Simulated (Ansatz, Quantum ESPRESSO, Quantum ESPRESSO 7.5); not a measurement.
# From contact to tunnelling: vacuum gaps between two Na(110) faces

Aim: how the conductance falls as the barrier grows, for vacuum gaps between two Na(110) faces.

Method: plane-wave DFT, LDA, GBRV ultrasoft pseudopotentials (cross-check by Ansatz 0.2.0 with PAW datasets), in Quantum ESPRESSO 7.5.

### Step 1. Set-up

The cell holds 12 atoms: 12 Na. Its edges and angles: a = 4.200 Å, b = 3.637 Å, c = 37.668 Å, α = 90.0°, β = 90.0°, γ = 54.7°. It derives from Na. Regions: left lead, 6 atoms (6 Na); right lead, 6 atoms (6 Na). The structure is stacked along c, and the current runs across the ab planes.

### Step 2. SCF with pw.x, 5 Å

One periodic cell holds a stretch of lead, the junction and more lead; the atoms stay as built.

File j0.scf.in:

```
&control
  prefix = 'j0.scf'
  outdir = './out'
  pseudo_dir = './pseudo'
  calculation = 'scf'
  tprnfor = .true.
/
&system
  ibrav = 0
  nat = 12
  ntyp = 1
  ecutwfc = 40
  ecutrho = 200
  occupations = 'smearing'
  smearing = 'mv'
  degauss = 0.01
/
&electrons
  conv_thr = 1e-07
  mixing_beta = 0.25
  electron_maxstep = 120
  mixing_mode = 'local-TF'
/
ATOMIC_SPECIES
  Na  22.9898  na_lda_v1.5.uspp.F.UPF
CELL_PARAMETERS angstrom
  4.20000000000000 0.00000000000000 0.00000000000000
  2.10000000000000 2.96984848098350 0.00000000000000
  0.00000000000000 0.00000000000000 37.66833329081850
ATOMIC_POSITIONS crystal
  Na  0.000000000000 0.000000000000 0.000000000000
  Na  0.500000000000 0.000000000000 0.078842046396
  Na  0.000000000000 0.000000000000 0.157684092792
  Na  0.500000000000 0.000000000000 0.236526139189
  Na  0.000000000000 0.000000000000 0.315368185585
  Na  0.500000000000 0.000000000000 0.394210231981
  Na  0.000000000000 0.000000000000 0.526947721623
  Na  0.500000000000 0.000000000000 0.605789768019
  Na  0.000000000000 0.000000000000 0.684631814415
  Na  0.500000000000 0.000000000000 0.763473860811
  Na  0.000000000000 0.000000000000 0.842315907208
  Na  0.500000000000 0.000000000000 0.921157953604
K_POINTS automatic
  7 8 1 0 0 0
```

The run is started by

```sh
$ OMP_NUM_THREADS=1 mpirun -n 4 pw.x -nk 4 -in j0.scf.in > j0.scf.out
```

The log of the run:

```text
Program PWSCF v.7.5 starts
[citation notice left out]

     Parallel version (MPI & OpenMP), running on       4 processor cores
     Number of MPI processes:                 4
     Threads/MPI process:                     1

     MPI processes distributed on     1 nodes
[...]
Current dimensions of program PWSCF are:
     Max number of different atomic species (ntypx) = 10
     Max number of k-points (npk) =  40000
     Max angular momentum in pseudopotentials (lmaxx) =  4
     Message from routine setup:
     using ibrav=0 with symmetry is DISCOURAGED, use correct ibrav instead

     K-points division:     npool     =       4
     Subspace diagonalization in iterative solution of the eigenvalue problem:
     a serial algorithm will be used

     G-vector sticks info
     --------------------
     sticks:   dense  smooth     PW     G-vecs:    dense   smooth      PW
     Sum         709     561    181               151593   108243   19835

     Using Slab Decomposition

     bravais-lattice index     =            0
     lattice parameter (alat)  =       7.9368  a.u.
     unit-cell volume          =    3170.7105 (a.u.)^3
     number of atoms/cell      =           12
     number of atomic types    =            1
     number of electrons       =       108.00
     number of Kohn-Sham states=           65
     kinetic-energy cutoff     =      40.0000  Ry
     charge density cutoff     =     200.0000  Ry
     scf convergence threshold =      1.0E-07
     mixing beta               =       0.2500
     number of iterations used =            8  local-TF  mixing
     Exchange-correlation=  SLA  PZ   NOGX NOGC
                           (   1   1   0   0   0   0   0)

     celldm(1)=   7.936850  celldm(2)=   0.000000  celldm(3)=   0.000000
     celldm(4)=   0.000000  celldm(5)=   0.000000  celldm(6)=   0.000000

     crystal axes: (cart. coord. in units of alat)
               a(1) = (   1.000000   0.000000   0.000000 )
               a(2) = (   0.500000   0.707107   0.000000 )
               a(3) = (   0.000000   0.000000   8.968651 )

     reciprocal axes: (cart. coord. in units 2 pi/alat)
               b(1) = (  1.000000 -0.707107  0.000000 )
               b(2) = (  0.000000  1.414214  0.000000 )
               b(3) = (  0.000000  0.000000  0.111499 )

     PseudoPot. # 1 for Na read from file:
     ./pseudo/na_lda_v1.5.uspp.F.UPF
     Pseudo is Ultrasoft, Zval =  9.0
     Generated by new atomic code, or converted to UPF format
     Using radial grid of  819 points,  5 beta functions with:
                l(1) =   0
                l(2) =   0
                l(3) =   1
                l(4) =   1
                l(5) =   2
     Q(r) pseudized with  8 coefficients,  rinner =    1.250   1.250   1.250
                                                       1.250   1.250

     atomic species   valence    mass     pseudopotential
     Na                9.00    22.98980     Na( 1.00)

      4 Sym. Ops. (no inversion) found

   Cartesian axes

     site n.     atom                  positions (alat units)
         1        Na     tau(   1) = (   0.0000000   0.0000000   0.0000000  )
         2        Na     tau(   2) = (   0.5000000   0.0000000   0.7071068  )
         3        Na     tau(   3) = (   0.0000000   0.0000000   1.4142136  )
         4        Na     tau(   4) = (   0.5000000   0.0000000   2.1213203  )
         5        Na     tau(   5) = (   0.0000000   0.0000000   2.8284271  )
         6        Na     tau(   6) = (   0.5000000   0.0000000   3.5355339  )
         7        Na     tau(   7) = (   0.0000000   0.0000000   4.7260101  )
         8        Na     tau(   8) = (   0.5000000   0.0000000   5.4331169  )
         9        Na     tau(   9) = (   0.0000000   0.0000000   6.1402237  )
        10        Na     tau(  10) = (   0.5000000   0.0000000   6.8473304  )
        11        Na     tau(  11) = (   0.0000000   0.0000000   7.5544372  )
        12        Na     tau(  12) = (   0.5000000   0.0000000   8.2615440  )

     number of k points=    29  Marzari-Vanderbilt smearing, width (Ry)=  0.0100
                       cart. coord. in units 2pi/alat
        k(    1) = (   0.0000000   0.0000000   0.0000000), wk =   0.0357143
        k(    2) = (   0.0000000   0.1767767   0.0000000), wk =   0.0714286
        k(    3) = (   0.0000000   0.3535534   0.0000000), wk =   0.0714286
        k(    4) = (   0.0000000   0.5303301   0.0000000), wk =   0.0714286
        k(    5) = (   0.0000000  -0.7071068   0.0000000), wk =   0.0357143
        k(    6) = (   0.1428571  -0.1010153   0.0000000), wk =   0.0714286
        k(    7) = (   0.1428571   0.0757614   0.0000000), wk =   0.0714286
        k(    8) = (   0.1428571   0.2525381   0.0000000), wk =   0.0714286
        k(    9) = (   0.1428571   0.4293148   0.0000000), wk =   0.0714286
        k(   10) = (   0.1428571  -0.8081220   0.0000000), wk =   0.0714286
[...]
k(   29) = (   0.4285714  -0.4798225   0.0000000), wk =   0.0714286

     Dense  grid:   151593 G-vectors     FFT dimensions: (  36,  32, 324)

     Smooth grid:   108243 G-vectors     FFT dimensions: (  32,  27, 288)

     Estimated max dynamical RAM per process >     324.44 MB

     Estimated total dynamical RAM >       1.16 GB

     Initial potential from superposition of free atoms

     starting charge     107.9338, renormalised to     108.0000
     Starting wfcs are   60 randomized atomic wfcs +    5 random wfcs

     total cpu time spent up to now is        5.4 secs

     per-process dynamical memory:   223.2 Mb

     Self-consistent Calculation

     iteration #  1     ecut=    40.00 Ry     beta= 0.25
     Davidson diagonalization with overlap
     ethr =  1.00E-02,  avg # of iterations =  5.6

     Threshold (ethr) on eigenvalues was too large:
     Diagonalizing with lowered threshold

     Davidson diagonalization with overlap
     ethr =  1.88E-04,  avg # of iterations =  6.7

     total cpu time spent up to now is       40.5 secs

     total energy              =   -1141.54180083 Ry
     estimated scf accuracy    <       0.21345415 Ry

     iteration #  2     ecut=    40.00 Ry     beta= 0.25
[...]
total energy              =   -1141.53014953 Ry
     estimated scf accuracy    <       0.14438972 Ry

     iteration #  3     ecut=    40.00 Ry     beta= 0.25
[...]
total energy              =   -1141.53507176 Ry
     estimated scf accuracy    <       0.00147453 Ry

     iteration #  4     ecut=    40.00 Ry     beta= 0.25
[...]
total energy              =   -1141.53497510 Ry
     estimated scf accuracy    <       0.00134496 Ry

     iteration #  5     ecut=    40.00 Ry     beta= 0.25
[...]
total energy              =   -1141.53496628 Ry
     estimated scf accuracy    <       0.00018661 Ry

     iteration #  6     ecut=    40.00 Ry     beta= 0.25
[...]
total energy              =   -1141.53496688 Ry
     estimated scf accuracy    <       0.00002974 Ry

     iteration #  7     ecut=    40.00 Ry     beta= 0.25
[...]
total energy              =   -1141.53497019 Ry
     estimated scf accuracy    <       0.00001245 Ry

     iteration #  8     ecut=    40.00 Ry     beta= 0.25
[...]
total energy              =   -1141.53496888 Ry
     estimated scf accuracy    <       0.00000607 Ry

     iteration #  9     ecut=    40.00 Ry     beta= 0.25
[...]
total energy              =   -1141.53496969 Ry
     estimated scf accuracy    <       0.00000019 Ry

     iteration # 10     ecut=    40.00 Ry     beta= 0.25
[...]
total energy              =   -1141.53496971 Ry
     estimated scf accuracy    <       0.00000011 Ry

     iteration # 11     ecut=    40.00 Ry     beta= 0.25
[...]
End of self-consistent calculation

          k = 0.0000 0.0000 0.0000 ( 13439 PWs)   bands (ev):

   -51.4692 -51.4692 -51.2873 -51.2873 -51.2774 -51.2774 -51.2676 -51.2665
   -51.2591 -51.2591 -51.2491 -51.2491 -23.9699 -23.9697 -23.9553 -23.9553
   -23.9534 -23.9533 -23.7951 -23.7949 -23.7820 -23.7808 -23.7803 -23.7794
   -23.7794 -23.7729 -23.7729 -23.7697 -23.7697 -23.7693 -23.7635 -23.7635
   -23.7625 -23.7577 -23.7569 -23.7528 -23.7527 -23.7522 -23.7490 -23.7484
   -23.7479 -23.7477 -23.7442 -23.7442 -23.7396 -23.7396 -23.7344 -23.7344
    -2.0614  -1.9769  -1.8566  -1.6466  -1.4560  -1.0909  -0.8481  -0.3191
    -0.0688   0.6680   0.8634   1.8285   1.9379   3.1662   3.3379   4.7096
     4.7940

          k = 0.0000 0.1768 0.0000 ( 13439 PWs)   bands (ev):

   -51.4689 -51.4689 -51.2870 -51.2870 -51.2772 -51.2771 -51.2673 -51.2662
   -51.2588 -51.2588 -51.2488 -51.2488 -23.9691 -23.9690 -23.9579 -23.9579
   -23.9572 -23.9572 -23.7940 -23.7938 -23.7814 -23.7813 -23.7810 -23.7800
   -23.7795 -23.7776 -23.7775 -23.7716 -23.7716 -23.7687 -23.7682 -23.7682
   -23.7645 -23.7588 -23.7588 -23.7568 -23.7561 -23.7521 -23.7509 -23.7503
   -23.7488 -23.7487 -23.7474 -23.7473 -23.7416 -23.7416 -23.7390 -23.7390
    -1.7869  -1.7028  -1.5830  -1.3740  -1.1843  -0.8208  -0.5790  -0.0522
     0.1968   0.9309   1.1238   2.0754   2.2023   3.4187   3.5941   4.9527
     5.0391

          k = 0.0000 0.3536 0.0000 ( 13453 PWs)   bands (ev):

   -51.4682 -51.4682 -51.2863 -51.2863 -51.2765 -51.2765 -51.2665 -51.2656
   -51.2582 -51.2581 -51.2481 -51.2481 -23.9690 -23.9690 -23.9673 -23.9672
   -23.9619 -23.9618 -23.7913 -23.7912 -23.7889 -23.7889 -23.7861 -23.7861
   -23.7796 -23.7795 -23.7781 -23.7778 -23.7774 -23.7763 -23.7763 -23.7702
   -23.7694 -23.7694 -23.7649 -23.7635 -23.7596 -23.7596 -23.7558 -23.7555
   -23.7548 -23.7514 -23.7500 -23.7500 -23.7465 -23.7464 -23.7462 -23.7462
    -0.9716  -0.8887  -0.7705  -0.5645  -0.3771  -0.0187   0.2206   0.7403
     0.9864   1.7113   1.8988   2.8172   2.9809   4.1638   4.3437   5.6552
     5.7434

          k = 0.0000 0.5303 0.0000 ( 13570 PWs)   bands (ev):

   -51.4675 -51.4675 -51.2856 -51.2856 -51.2758 -51.2758 -51.2658 -51.2649
   -51.2575 -51.2575 -51.2475 -51.2475 -23.9799 -23.9799 -23.9665 -23.9665
   -23.9656 -23.9655 -23.8001 -23.8001 -23.7908 -23.7908 -23.7905 -23.7905
   -23.7887 -23.7886 -23.7822 -23.7810 -23.7810 -23.7783 -23.7759 -23.7758
   -23.7748 -23.7743 -23.7704 -23.7702 -23.7681 -23.7644 -23.7610 -23.7609
   -23.7600 -23.7593 -23.7550 -23.7511 -23.7508 -23.7508 -23.7455 -23.7455
     0.3605   0.4413   0.5573   0.7581   0.9423   1.2917   1.5279   2.0338
     2.2778   2.9822   3.1687   4.0556   4.2187   4.5009   4.5769   4.6870
     4.8730

          k = 0.0000-0.7071 0.0000 ( 13568 PWs)   bands (ev):

   -51.4673 -51.4673 -51.2853 -51.2853 -51.2755 -51.2755 -51.2655 -51.2647
   -51.2572 -51.2572 -51.2472 -51.2472 -23.9844 -23.9844 -23.9684 -23.9684
   -23.9648 -23.9647 -23.8047 -23.8047 -23.7951 -23.7951 -23.7928 -23.7928
   -23.7876 -23.7875 -23.7872 -23.7830 -23.7830 -23.7826 -23.7763 -23.7750
   -23.7750 -23.7749 -23.7746 -23.7733 -23.7701 -23.7655 -23.7655 -23.7639
   -23.7619 -23.7612 -23.7546 -23.7527 -23.7527 -23.7509 -23.7451 -23.7451
     1.9973   2.0714   2.1792   2.3635   2.4008   2.4848   2.5391   2.6051
     2.8118   2.8623   2.9980   3.0983   3.3521   3.5664   3.5779   3.8314
     4.0798

          k = 0.1429-0.1010 0.0000 ( 13466 PWs)   bands (ev):

   -51.4690 -51.4690 -51.2871 -51.2871 -51.2772 -51.2772 -51.2673 -51.2663
   -51.2589 -51.2589 -51.2489 -51.2489 -23.9693 -23.9692 -23.9594 -23.9594
   -23.9544 -23.9544 -23.7938 -23.7937 -23.7838 -23.7834 -23.7799 -23.7798
   -23.7798 -23.7749 -23.7749 -23.7730 -23.7730 -23.7707 -23.7655 -23.7655
   -23.7630 -23.7626 -23.7556 -23.7552 -23.7542 -23.7540 -23.7516 -23.7504
   -23.7477 -23.7477 -23.7460 -23.7460 -23.7426 -23.7426 -23.7363 -23.7363
    -1.7925  -1.7084  -1.5886  -1.3796  -1.1899  -0.8264  -0.5846  -0.0578
     0.1913   0.9252   1.1181   2.0700   2.1953   3.4101   3.5838   4.9369
     5.0227

[...]
the Fermi energy is     1.2217 ev

!    total energy              =   -1141.53496975 Ry
     estimated scf accuracy    <       0.00000002 Ry
     smearing contrib. (-TS)   =      -0.00003984 Ry
     internal energy E=F+TS    =   -1141.53492990 Ry

     The total energy is F=E-TS. E is the sum of the following terms:
     one-electron contribution =   -1188.81407782 Ry
     hartree contribution      =     595.79871790 Ry
     xc contribution           =    -166.76161462 Ry
     ewald contribution        =    -381.75795538 Ry

     convergence has been achieved in  11 iterations

     Forces acting on atoms (cartesian axes, Ry/au):

     atom    1 type  1   force =     0.00000000    0.00000000   -0.00066840
     atom    2 type  1   force =     0.00000000    0.00000000    0.00008370
     atom    3 type  1   force =     0.00000000    0.00000000    0.00006057
     atom    4 type  1   force =     0.00000000    0.00000000    0.00019384
     atom    5 type  1   force =     0.00000000    0.00000000    0.00032530
     atom    6 type  1   force =     0.00000000    0.00000000    0.00148560
     atom    7 type  1   force =     0.00000000    0.00000000   -0.00146770
     atom    8 type  1   force =     0.00000000    0.00000000   -0.00034711
     atom    9 type  1   force =     0.00000000    0.00000000   -0.00018022
     atom   10 type  1   force =     0.00000000    0.00000000   -0.00007280
     atom   11 type  1   force =     0.00000000    0.00000000   -0.00007676
     atom   12 type  1   force =     0.00000000    0.00000000    0.00066398

     Total force =     0.002359     Total SCF correction =     0.000206

[...]
=------------------------------------------------------------------------------=
   JOB DONE.
=------------------------------------------------------------------------------=
```

The job ended after 3.2 min (4 MPI ranks of Arm Neoverse V1, shared host; peak memory 1.3 GiB; 13 min of CPU time).

This step gave:

```
free energy  : -15531.3745 eV
Fermi energy : 1.222 eV
```

The run needed 11 iterations to bring the estimated error under 1e-07 Ry; the largest force on any atom, held or free, is 0.04 eV/Å.

[end of part 1 of 5]

[Logs are printed without paths, hosts, clocks, repeated set-up lines and the standing remarks that a program may print on its own settings, such as how far it seeks lower states.]

[Hosts, paths, dates, database ids (printed as entryN), source tags and the programs' standing remarks are cut or masked in the printed files.]

[Maps of the electrostatic potential energy from Ansatz leave out the sawtooth potential of an applied field or a dipole correction, so their vacuum need not be flat; planar profiles and work functions include it.]
